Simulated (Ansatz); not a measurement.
# What LiBeF3 (model cell, started as cubic perovskite with Be in the octahedra) distorts into, part 2 of 3

Aim: this structure of LiBeF3 (model cell, started as cubic perovskite with Be in the octahedra) is to be tested for unstable modes, and one is followed downhill.

Ansatz 0.2.0; DFT PBE, scalar-relativistic, plane waves, PAW; PAW set soft_1.

So far, highest frequency on the path or at a solved wavevector (cm⁻¹): step 2 (response at finite wavevector) 705. Also lowest frequency on the path (cm⁻¹): step 2 -208.

The structure was built from a prototype and need not be the compound's stable phase.

**6. Relaxation from the frozen mode**

Starting from the lowest point found, all atoms and the cell are let go, so that strain and other modes of the same symmetry can join in.

Input file input.yaml:

```yaml
crystal:
  lattice:
    - [3.497342264, 0.0, 0.0]
    - [0.0, 3.497342264, 0.0]
    - [0.0, 0.0, 3.497342264]
  atoms:
    - { symbol: Li, position: [0.0, 0.1715588452, 0.0] }
    - { symbol: Be, position: [0.5, 0.5488643874, 0.5] }
    - { symbol: F, position: [0.5, 0.4701326066, 0.0] }
    - { symbol: F, position: [0.5, -0.0261141753, 0.5] }
    - { symbol: F, position: [0.0, 0.4701326066, 0.5] }
kpoints:
  mp_grid: { grid: [8, 8, 8] }
hamiltonian:
  xc: pbe
  pseudopotentials: { kind: paw, azcp: { folder: soft_1 } }
scf:
  occupations: { method: fixed }
output:
  forces: true
  stress: true
  eigenvalues: true
relax:
  adjacent_minimum: "off"
  f_tol: 0.002
  max_steps: 120
  cell: { stress_tol: 0.03 }
```

Run with:

```
> ansatz run input.yaml --threads 4 --pin off --max-ram 16384MiB --backend cpu --events-out ev --progress --plain --runs-dir out
```

Numbers of over 12 decimals in the logs are rounded to 6 here.

The log of the run:

```text
[...]
Crystal: 5 atoms, lattice volume = 42.777 Å³
Basis set: ecut = 420 eV, 847 PW (Γ), exchange–correlation on 48×48×48 points (8 copies of the dense FFT grid, shifted against one another)
Bands: 18, of which v1, the nominal top of the filled ones, is band 13 counted from 1 (12 counted from 0)
Symmetry: 8 space group operations
[...]
k-points: 75 of 512 (time reversal used)
[...]
SCF iter   1: F=—  HF=-2728.590200 eV  |F-HF|=—  |Δ(HF+E_count)|=         —  Δρ=7.00e-2  dr2=1.40e0  ethr=3.10e-3  ⟨swp⟩=4.4  Hψ=6464  notcnv=0  defer=202
[...]
SCF iter   8: F=-2728.513636 eV  HF=-2728.513636 eV  |F-HF|=1.42e-8  |Δ(HF+E_count)|=   3.27e-7  Δρ=5.32e-6  dr2=5.09e-9  ethr=3.85e-10  ⟨swp⟩=9.1  Hψ=6400  notcnv=0
SCF 1 converged in 8 iterations: F = -2728.513636 eV  dr2 = 5.09e-9
[...]
relax step   1: F+E_penalty+E_count = -2728.51363573 eV  Δ(F+E_penalty+E_count) = +0.000e0 eV  max|allowed force component| = 8.497e-1 eV/Å  Δτ_max = 0.0000 Å  P = +5.567 GPa  Ω = 42.777 Å³  (8 SCF iters, dr2 threshold 1.00e-7 eV, accepted)
Crystal: 5 atoms, lattice volume = 44.065 Å³
Basis set: ecut = 420 eV, 863 PW (Γ), exchange–correlation on 48×48×48 points (8 copies of the dense FFT grid, shifted against one another)
[...]
iter 1 solved again at ethr=2.43e-5 eV; its pass at ethr=3.10e-3 eV (dr2=6.31e-3 eV) is discarded
[...]
SCF iter   6: F=-2728.583733 eV  HF=-2728.583733 eV  |F-HF|=1.41e-8  |Δ(HF+E_count)|=   4.54e-7  Δρ=9.77e-6  dr2=1.64e-8  ethr=1.92e-9  ⟨swp⟩=8.3  Hψ=6860  notcnv=0
SCF 2 converged in 6 iterations: F = -2728.583733 eV  dr2 = 1.64e-8
relax step   2: F+E_penalty+E_count = -2728.58373323 eV  Δ(F+E_penalty+E_count) = -7.010e-2 eV  max|allowed force component| = 4.082e-1 eV/Å  Δτ_max = 0.0381 Å  P = +2.290 GPa  Ω = 44.065 Å³  energy of the carried Pulay correction = -3.439e-3 eV  (6 SCF iters, dr2 threshold 5.00e-7 eV, accepted)
Crystal: 5 atoms, lattice volume = 45.511 Å³
Basis set: ecut = 420 eV, 905 PW (Γ), exchange–correlation on 48×48×48 points (8 copies of the dense FFT grid, shifted against one another)
[...]
SCF iter   6: F=-2728.654858 eV  HF=-2728.654858 eV  |F-HF|=8.75e-8  |Δ(HF+E_count)|=   6.81e-7  Δρ=2.92e-5  dr2=1.20e-7  ethr=1.92e-9  ⟨swp⟩=8.5  Hψ=6769  notcnv=0
SCF 3 converged in 6 iterations: F = -2728.654858 eV  dr2 = 1.20e-7
relax step   3: F+E_penalty+E_count = -2728.65485819 eV  Δ(F+E_penalty+E_count) = -7.112e-2 eV  max|allowed force component| = 4.914e-1 eV/Å  Δτ_max = 0.0479 Å  P = -0.842 GPa  Ω = 45.511 Å³  energy of the carried Pulay correction = -7.182e-3 eV  (6 SCF iters, dr2 threshold 5.00e-7 eV, accepted)
[... from here on, the SCF cycles and remarks between the steps are left out ...]
relax step   4: F+E_penalty+E_count = -2728.69975259 eV  Δ(F+E_penalty+E_count) = -4.489e-2 eV  max|allowed force component| = 8.191e-1 eV/Å  Δτ_max = 0.0292 Å  P = -1.882 GPa  Ω = 46.251 Å³  energy of the carried Pulay correction = -9.051e-3 eV  (6 SCF iters, dr2 threshold 5.00e-7 eV, accepted)
relax step   5: F+E_penalty+E_count = -2728.73596197 eV  Δ(F+E_penalty+E_count) = -3.621e-2 eV  max|allowed force component| = 2.722e-1 eV/Å  Δτ_max = 0.0836 Å  P = -0.573 GPa  Ω = 45.977 Å³  energy of the carried Pulay correction = -8.361e-3 eV  (6 SCF iters, dr2 threshold 5.00e-7 eV, accepted)
relax step   6: F+E_penalty+E_count = -2728.74163538 eV  Δ(F+E_penalty+E_count) = -5.673e-3 eV  max|allowed force component| = 6.312e-2 eV/Å  Δτ_max = 0.0321 Å  P = +0.332 GPa  Ω = 45.776 Å³  energy of the carried Pulay correction = -7.856e-3 eV  (5 SCF iters, dr2 threshold 5.00e-7 eV, accepted)
relax step   7: F+E_penalty+E_count = -2728.74185553 eV  Δ(F+E_penalty+E_count) = -2.202e-4 eV  max|allowed force component| = 2.714e-3 eV/Å  Δτ_max = 0.0082 Å  P = -0.001 GPa  Ω = 45.823 Å³  energy of the carried Pulay correction = -7.974e-3 eV  (4 SCF iters, dr2 threshold 5.00e-7 eV, accepted)
relax step   8: F+E_penalty+E_count = -2728.74185501 eV  Δ(F+E_penalty+E_count) = +5.276e-7 eV  max|allowed force component| = 5.314e-4 eV/Å  Δτ_max = 0.0002 Å  P = +0.002 GPa  Ω = 45.824 Å³  energy of the carried Pulay correction = -7.975e-3 eV  (5 SCF iters, dr2 threshold 4.60e-10 eV, accepted)
relax step   9: F+E_penalty+E_count = -2728.82088645 eV  Δ(F+E_penalty+E_count) = -7.903e-2 eV  max|allowed force component| = 1.733e-2 eV/Å  Δτ_max = 0.0000 Å  P = +2.379 GPa  Ω = 45.824 Å³  stress off target by 5.84e0 GPa  SCF on the basis re-selected at this cell (its energy is not comparable with the rows above)  (9 SCF iters)
relax step  10: F+E_penalty+E_count = -2728.86099096 eV  Δ(F+E_penalty+E_count) = -4.010e-2 eV  max|allowed force component| = 2.119e-1 eV/Å  Δτ_max = 0.0388 Å  P = +1.101 GPa  Ω = 47.228 Å³  energy of the carried Pulay correction = -4.174e-3 eV  (5 SCF iters, dr2 threshold 5.00e-7 eV, accepted)
relax step  11: F+E_penalty+E_count = -2728.86820298 eV  Δ(F+E_penalty+E_count) = -7.212e-3 eV  max|allowed force component| = 1.060e-1 eV/Å  Δτ_max = 0.0262 Å  P = +0.100 GPa  Ω = 48.147 Å³  energy of the carried Pulay correction = -7.658e-3 eV  (6 SCF iters, dr2 threshold 5.00e-7 eV, accepted)
relax step  12: F+E_penalty+E_count = -2728.86727716 eV  Δ(F+E_penalty+E_count) = +9.258e-4 eV  max|allowed force component| = 2.108e-1 eV/Å  Δτ_max = 0.0284 Å  P = -0.254 GPa  Ω = 48.543 Å³  energy of the carried Pulay correction = -9.383e-3 eV  (5 SCF iters, dr2 threshold 5.00e-7 eV, accepted)
relax step  13: F+E_penalty+E_count = -2728.86987960 eV  Δ(F+E_penalty+E_count) = -2.602e-3 eV  max|allowed force component| = 4.194e-3 eV/Å  Δτ_max = 0.0166 Å  P = +0.027 GPa  Ω = 48.321 Å³  energy of the carried Pulay correction = -8.398e-3 eV  (4 SCF iters, dr2 threshold 5.00e-7 eV, accepted)
relax step  14: F+E_penalty+E_count = -2728.86976249 eV  Δ(F+E_penalty+E_count) = +1.171e-4 eV  max|allowed force component| = 3.252e-3 eV/Å  Δτ_max = 0.0014 Å  P = +0.012 GPa  Ω = 48.349 Å³  energy of the carried Pulay correction = -8.519e-3 eV  (5 SCF iters, dr2 threshold 7.20e-9 eV, accepted)
relax step  15: F+E_penalty+E_count = -2728.86977220 eV  Δ(F+E_penalty+E_count) = -9.711e-6 eV  max|allowed force component| = 3.125e-4 eV/Å  Δτ_max = 0.0004 Å  P = +0.002 GPa  Ω = 48.347 Å³  energy of the carried Pulay correction = -8.510e-3 eV  (5 SCF iters, dr2 threshold 6.61e-10 eV, accepted)
relax step  16: F+E_penalty+E_count = -2728.88648761 eV  Δ(F+E_penalty+E_count) = -1.672e-2 eV  max|allowed force component| = 6.367e-3 eV/Å  Δτ_max = 0.0000 Å  P = +0.335 GPa  Ω = 48.347 Å³  stress off target by 1.08e0 GPa  SCF on the basis re-selected at this cell (its energy is not comparable with the rows above)  (8 SCF iters)
relax step  17: F+E_penalty+E_count = -2728.88756862 eV  Δ(F+E_penalty+E_count) = -1.081e-3 eV  max|allowed force component| = 4.025e-2 eV/Å  Δτ_max = 0.0097 Å  P = +0.083 GPa  Ω = 48.772 Å³  energy of the carried Pulay correction = -1.047e-3 eV  (4 SCF iters, dr2 threshold 5.00e-7 eV, accepted)
relax step  18: F+E_penalty+E_count = -2728.88704742 eV  Δ(F+E_penalty+E_count) = +5.212e-4 eV  max|allowed force component| = 8.651e-2 eV/Å  Δτ_max = 0.0047 Å  P = -0.199 GPa  Ω = 48.930 Å³  energy of the carried Pulay correction = -1.461e-3 eV  (5 SCF iters, dr2 threshold 2.11e-7 eV, rejected (line search))
relax step  19: F+E_penalty+E_count = -2728.88750836 eV  Δ(F+E_penalty+E_count) = +6.027e-5 eV  max|allowed force component| = 2.162e-3 eV/Å  Δτ_max = 0.0034 Å  P = +0.023 GPa  Ω = 48.842 Å³  energy of the carried Pulay correction = -1.230e-3 eV  (7 SCF iters, accepted)
relax step  20: F+E_penalty+E_count = -2728.88739723 eV  Δ(F+E_penalty+E_count) = +1.111e-4 eV  max|allowed force component| = 6.483e-4 eV/Å  Δτ_max = 0.0015 Å  P = +0.004 GPa  Ω = 48.890 Å³  energy of the carried Pulay correction = -1.354e-3 eV  (4 SCF iters, dr2 threshold 1.03e-8 eV, accepted)
relax step  21: F+E_penalty+E_count = -2728.88894280 eV  Δ(F+E_penalty+E_count) = -1.546e-3 eV  max|allowed force component| = 2.242e-4 eV/Å  Δτ_max = 0.0000 Å  P = +0.028 GPa  Ω = 48.890 Å³  stress off target by 1.04e-1 GPa  SCF on the basis re-selected at this cell (its energy is not comparable with the rows above)  (6 SCF iters)
relax step  22: F+E_penalty+E_count = -2728.88883823 eV  Δ(F+E_penalty+E_count) = +1.046e-4 eV  max|allowed force component| = 1.198e-3 eV/Å  Δτ_max = 0.0012 Å  P = -0.002 GPa  Ω = 48.944 Å³  energy of the carried Pulay correction = -1.272e-4 eV  (4 SCF iters, dr2 threshold 2.70e-8 eV, accepted)
[...]
SCF iter   5: F=-2728.888978 eV  HF=-2728.888978 eV  |F-HF|=9.09e-13  |Δ(HF+E_count)|=  5.74e-10  Δρ=1.62e-7  dr2=5.00e-12  ethr=1.00e-12  ⟨swp⟩=8.9  Hψ=8166  notcnv=0
SCF 23 converged in 5 iterations: F = -2728.888978 eV  dr2 = 5.00e-12
relax step  23: F+E_penalty+E_count = -2728.88897787 eV  Δ(F+E_penalty+E_count) = -1.396e-4 eV  max|allowed force component| = 1.239e-3 eV/Å  Δτ_max = 0.0000 Å  P = -0.000 GPa  Ω = 48.944 Å³  stress off target by 1.62e-2 GPa  SCF on the basis re-selected at this cell (its energy is not comparable with the rows above)  (5 SCF iters)
[...]
SCF converged after 5 iterations
Free energy (F): -2728.888978 eV
[...]
Internal energy: -2728.888978 eV  (E = F + TS)
E sigma→0 (E₀):  -2728.888978 eV
Fermi energy:    0.730987 eV
[...]
--- Forces (eV/Å), atoms counted from 1 ---
  atom   1  Li     0.00000000    -0.00015523     0.00000000
  atom   2  Be     0.00000000    -0.00124885     0.00000000
  atom   3  F     -0.00000000     0.00057278     0.00000000
  atom   4  F      0.00000000     0.00020948     0.00000000
  atom   5  F      0.00000000     0.00057278    -0.00000000
  max |Σ_I F_I| component: 4.90e-5 eV/Å
--- Stress (GPa, compression-positive) ---
       -0.008580       0.000000      -0.000000
        0.000000       0.016161       0.000000
       -0.000000       0.000000      -0.008580
  P = ⅓ Tr σ = -0.0003 GPa (-0.003 kbar)
--- Band table (eV; the first three rows and the last of 75) ---
  k-point 0: bands = [... 9 lower, -0.2375, -0.2375, 0.0138, 0.0138, 7.5837, 11.3500, 14.5268, 15.8607, ... 1 higher]
  k-point 1: bands = [... 9 lower, -0.3440, -0.3407, -0.1406, -0.0014, 7.8738, 11.5839, 14.6794, 15.7885, ... 1 higher]
  k-point 2: bands = [... 9 lower, -0.6708, -0.5080, -0.3539, 0.0008, 8.6503, 12.2015, 14.3827, 14.9996, ... 1 higher]
  k-point 74: bands = [... 9 lower, -0.1918, 0.1423, 0.1423, 0.7310, 11.3278, 12.8146, 12.8146, 13.2745, ... 1 higher]
--- Relaxed structure (19 steps of the walk, 18 accepted, 4 SCFs on fresh bases) ---
  F+E_penalty+E_count = -2728.88897787 eV   max|allowed force component| = 1.239e-3 eV/Å   (the final SCF, on the basis selected at the relaxed cell)
  cell:  # Å, volume = 48.9443 Å³
    - [3.350952, 0, 0]
    - [0, 4.358788, 0.0]
    - [0, 0.0, 3.350952]
  atoms:
    - { symbol: Li, position: [0, 0.211431, 0.0] }
    - { symbol: Be, position: [0.5, 0.580538, 0.5] }
    - { symbol: F, position: [0.5, 0.457994, 0.0] }
    - { symbol: F, position: [0.5, -0.073382, 0.5] }
    - { symbol: F, position: [0, 0.457994, 0.5] }
```

Wall time 42 s (4 threads of Arm Neoverse V1, shared host); peak memory 0.42 GiB; 2.6 min of CPU time.

The steps of the relaxation (22 of 23):

```csv
step,energy less that of the first step (eV),largest force component (eV/Å),pressure (GPa),volume (Å³)
1,0.0000,0.8497,5.57,42.78
2,-0.0701,0.4082,2.29,44.06
3,-0.1412,0.4914,-0.84,45.51
4,-0.1861,0.8191,-1.88,46.25
5,-0.2223,0.2722,-0.57,45.98
6,-0.2280,0.0631,0.33,45.78
7,-0.2282,0.0027,0.00,45.82
8,-0.2282,0.0005,0.00,45.82
9*,-0.3072,0.0173,2.38,45.82
10,-0.3474,0.2119,1.10,47.23
11,-0.3546,0.1060,0.10,48.15
13,-0.3562,0.0042,0.03,48.32
14,-0.3561,0.0033,0.01,48.35
15,-0.3561,0.0003,0.00,48.35
16*,-0.3729,0.0064,0.34,48.35
17,-0.3739,0.0402,0.08,48.77
18,-0.3734,0.0865,-0.20,48.93
19,-0.3739,0.0022,0.02,48.84
20,-0.3738,0.0006,0.00,48.89
21*,-0.3753,0.0002,0.03,48.89
22,-0.3752,0.0012,0.00,48.94
23*,-0.3753,0.0012,0.00,48.94
```

Relaxation steps marked * repeat the geometry before them on a plane-wave basis chosen anew for their cell, so energy and pressure can jump there. Other such steps can lie between the rows shown. Relaxation step 18 was tried and not accepted.

The run keeps the 8 symmetry operations that it works with, so distortions that break them were not tested.

```csv
cell as run,before,after,change
a (Å),3.497,3.351,-4.2 %
b (Å),3.497,4.359,+24.6 %
c (Å),3.497,3.351,-4.2 %
volume (Å³/atom),8.56,9.79,+14.4 %
```

The atoms that moved most (Å, as changes of fractional coordinates times the final cell):

```csv
atom,dx,dy,dz,length
F4,0.000,-0.206,0.000,0.206
Li1,0.000,0.174,0.000,0.174
Be2,0.000,0.138,0.000,0.138
F3,0.000,-0.053,0.000,0.053
F5,0.000,-0.053,0.000,0.053
```

Numbers from this step:

```
pressure          : -3.33e-4 GPa
gap on the k-mesh : 6.853 eV
volume per atom   : 9.789 Å³
```

The distorted start has space group P4mm; the relaxation ends in P4mm.

**7. The new phase in its own primitive cell**

The relaxed structure is symmetrised, reduced to its primitive cell and relaxed tightly, as its phonons need.

input.yaml, the sections that differ from step 6:

```yaml
crystal:
  lattice:
    - [3.350951998, 0.0, 0.0]
    - [0.0, 3.350951998, 0.0]
    - [0.0, 0.0, 4.35878824]
  atoms:
    - { symbol: Li, position: [0.0, 0.0, 0.7885691191] }
    - { symbol: Be, position: [0.5, 0.5, 0.4194616742] }
    - { symbol: F, position: [0.5, 0.0, 0.5420062406] }
    - { symbol: F, position: [0.5, 0.5, 0.0733824551] }
    - { symbol: F, position: [0.0, 0.5, 0.5420062406] }
kpoints:
  mp_grid: { grid: [6, 6, 6] }
relax:
  adjacent_minimum: "off"
  f_tol: 0.001
  max_steps: 60
  cell: { stress_tol: 0.01 }
# hamiltonian, scf, output: as in step 6
```

The log of the run:

```text
[...]
Crystal: 5 atoms, lattice volume = 48.944 Å³
Basis set: ecut = 420 eV, 975 PW (Γ), exchange–correlation on 48×48×60 points (8 copies of the dense FFT grid, shifted against one another)
Bands: 18, of which v1, the nominal top of the filled ones, is band 13 counted from 1 (12 counted from 0)
Symmetry: 8 space group operations
[...]
k-points: 40 of 216 (time reversal used)
[...]
--- Relaxed structure (3 steps of the walk, 3 accepted, 1 SCFs on fresh bases) ---
[...]
cell:  # Å, volume = 48.9527 Å³
    - [3.350717, 0.0, 0]
    - [0.0, 3.350717, 0.0]
    - [0, 0.0, 4.360151]
  atoms:
    - { symbol: Li, position: [0, 0.0, 0.788524] }
    - { symbol: Be, position: [0.5, 0.5, 0.419448] }
    - { symbol: F, position: [0.5, 0.0, 0.541994] }
    - { symbol: F, position: [0.5, 0.5, 0.073466] }
    - { symbol: F, position: [0, 0.5, 0.541994] }
[key lines of the parts left out:]
SCF converged after 7 iterations
Free energy (F): -2728.889012 eV
Fermi energy:    0.729957 eV
P = ⅓ Tr σ = 0.0001 GPa (0.001 kbar)
```

Wall time 4.4 s (4 threads); peak memory 0.36 GiB; 16 s of CPU time.

Little changed from the start: no atom moved by 0.005 Å and no cell edge by 0.1 %.

A gap read on the k-mesh alone can miss the band edges.

Numbers from this step:

| Property | Result |
| --- | --- |
| pressure | 8.67e-5 GPa |
| gap on the k-mesh | 6.852 eV |
| volume per atom | 9.791 Å³ |
| direct gap on mesh | 7.569 eV |

The largest force component left is 0.46 meV/Å and the pressure is 0.000 GPa, within the tolerances set. The cell now holds 9.79 Å³/atom.

[end of part 2 of 3]

[Logs are printed without paths, hosts, clocks, repeated set-up lines and the standing remarks that a program may print on its own settings, such as how far it seeks lower states.]

[Hosts, paths, dates, database ids (printed as entryN), source tags and the programs' standing remarks are cut or masked in the printed files.]
